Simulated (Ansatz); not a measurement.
## Atom list for Graphene/h-GaN/graphene sandwich (62 atoms)

12 cells of graphene (a = 2.46 Å, strained -0.17 %) and 7 cells of h-GaN (a = 3.21 Å, +0.17 %) on one hexagonal cell, twist 49.11 deg; facing planes 3.5, 3.46 Å apart; 16 Å of vacuum; displaced by a Gaussian of 0.01 Å.

This is the geometry as built. Method: Kohn-Sham DFT, PBE+D3(BJ), PAW (set soft_2), plane waves (Ansatz 0.2.0); cutoff 420 eV, k-mesh 3×3×1, fermi-dirac smearing of 0.05 eV.

Cell vectors (Å):

```
8.507 0.000 0.000
-4.254 7.368 0.000
0.000 0.000 22.960
```

Positions (Å):

```
1 C -1.411 4.904 8.002
2 C -0.711 3.674 7.993
3 C -1.413 7.360 8.003
4 C -0.702 6.128 8.012
5 C 0.720 1.226 7.996
6 C -2.823 7.352 7.987
7 C 0.713 3.687 8.002
8 C 1.425 2.456 7.997
9 C 0.716 6.151 8.005
10 C 1.431 4.910 7.996
11 C 2.845 2.465 8.009
12 C 3.546 1.223 8.006
13 C 2.823 4.911 7.985
14 C 3.545 3.703 8.004
15 C 7.085 0.001 8.003
16 C 3.551 6.143 8.020
17 C 4.948 1.226 8.002
18 C 5.666 0.007 7.988
19 C 4.957 3.679 7.986
20 C 5.682 2.459 8.014
21 C -3.524 6.149 7.992
22 C -2.829 4.913 8.006
23 C -1.409 2.442 8.010
24 C -0.707 1.235 8.012
25 Ga 4.871 5.336 11.498
26 N 5.471 3.594 11.511
27 Ga 6.683 0.088 11.497
28 N 3.045 5.708 11.505
29 Ga -1.215 3.239 11.512
30 N -0.618 1.467 11.527
31 Ga -0.600 6.400 11.480
32 N 0.000 4.641 11.506
33 Ga 1.218 1.144 11.510
34 N -2.433 6.745 11.496
35 Ga 1.828 4.283 11.500
36 N 2.435 2.530 11.507
37 Ga 4.256 2.180 11.508
38 N 4.868 0.425 11.507
39 C 4.957 4.887 14.944
40 C 5.647 3.664 14.949
41 C -3.548 7.338 14.968
42 C -2.848 6.096 14.951
43 C 7.087 1.196 14.951
44 C 3.528 7.347 14.951
45 C -1.437 3.652 14.949
46 C -0.717 2.435 14.958
47 C -1.428 6.105 14.956
48 C -0.712 4.888 14.955
49 C 0.703 2.413 14.955
50 C 1.412 1.197 14.964
51 C 0.714 4.889 14.956
52 C 1.411 3.653 14.960
53 C 0.729 7.346 14.956
54 C 1.399 6.123 14.963
55 C 2.818 1.197 14.977
56 C -0.729 7.334 14.977
57 C 2.812 3.662 14.952
58 C 3.557 2.421 14.947
59 C 2.835 6.133 14.957
60 C 3.534 4.895 14.958
61 C 4.962 2.425 14.961
62 C 5.664 1.223 14.942
```

Q: Give the force and the charge of every atom.

Columns: atom, q, fx, fy, fz (forces in eV/Å, q the intrinsic-atomic-orbital charge in e).

```
1 0.00 -0.337 -0.079 0.033
2 0.00 0.496 0.136 0.178
3 0.01 0.208 -0.172 -0.031
4 0.00 0.072 0.511 -0.040
5 0.00 -0.284 -0.167 0.033
6 0.01 -0.082 1.185 0.085
7 0.00 -0.100 -0.342 -0.113
8 0.00 0.050 0.110 0.081
9 0.01 -0.065 -0.764 -0.072
10 0.00 -1.028 0.442 0.046
11 0.01 -0.177 -0.162 -0.104
12 0.00 -0.298 0.411 -0.001
13 0.00 1.231 0.708 0.289
14 0.00 -0.057 -1.159 -0.203
15 0.00 0.444 0.054 0.080
16 0.01 -0.202 0.078 -0.438
17 0.01 0.934 0.455 0.016
18 0.00 0.170 -0.127 0.189
19 0.01 0.706 0.527 0.328
20 0.00 -0.909 -0.431 -0.204
21 0.00 -1.055 -0.881 0.221
22 0.00 0.059 -0.252 -0.208
23 0.00 -0.361 0.859 -0.032
24 0.01 0.589 -0.937 -0.152
25 0.79 -0.228 0.275 0.003
26 -0.81 -0.045 -0.321 -0.031
27 0.79 -0.019 -0.327 0.011
28 -0.81 -0.115 -0.428 -0.029
29 0.78 0.082 -0.165 -0.011
30 -0.81 0.369 0.590 -0.037
31 0.78 -0.259 -0.129 0.051
32 -0.81 0.106 -0.045 -0.039
33 0.79 -0.227 -0.370 -0.002
34 -0.81 0.209 0.154 -0.028
35 0.78 0.085 0.339 0.013
36 -0.81 0.044 0.156 -0.027
37 0.79 0.120 0.030 0.003
38 -0.81 -0.127 0.238 -0.040
39 0.00 -0.724 -0.342 0.097
40 0.01 0.865 -0.377 0.055
41 0.01 -0.312 -0.371 -0.173
42 0.01 0.197 1.103 0.093
43 0.01 -0.380 1.010 -0.029
44 0.00 0.980 0.011 0.114
45 0.00 0.353 0.567 0.056
46 0.01 0.024 -0.576 -0.082
47 0.00 0.116 0.066 0.104
48 0.01 -0.078 -0.497 -0.034
49 0.00 -0.224 0.960 0.065
50 0.00 -0.344 -0.194 0.029
51 0.00 -0.817 -0.221 0.099
52 0.00 -0.381 -0.071 -0.090
53 0.01 -2.122 0.461 0.094
54 0.00 1.381 -0.248 -0.086
55 0.00 1.125 0.067 -0.200
56 0.00 1.034 0.333 -0.153
57 0.01 1.544 -0.395 0.044
58 0.00 -1.604 0.419 0.230
59 0.01 -0.692 -1.047 0.037
60 0.01 -0.320 -0.048 -0.093
61 0.00 -0.371 0.721 -0.221
62 0.00 0.753 -1.329 0.225
```

The r.m.s. force component is 0.492 eV/Å; the longest force, 2.17 eV/Å, acts on C53.

[Logs are printed without paths, hosts, clocks, repeated set-up lines and the standing remarks that a program may print on its own settings, such as how far it seeks lower states.]

[Hosts, paths, dates, database ids (printed as entryN), source tags and the programs' standing remarks are cut or masked in the printed files.]
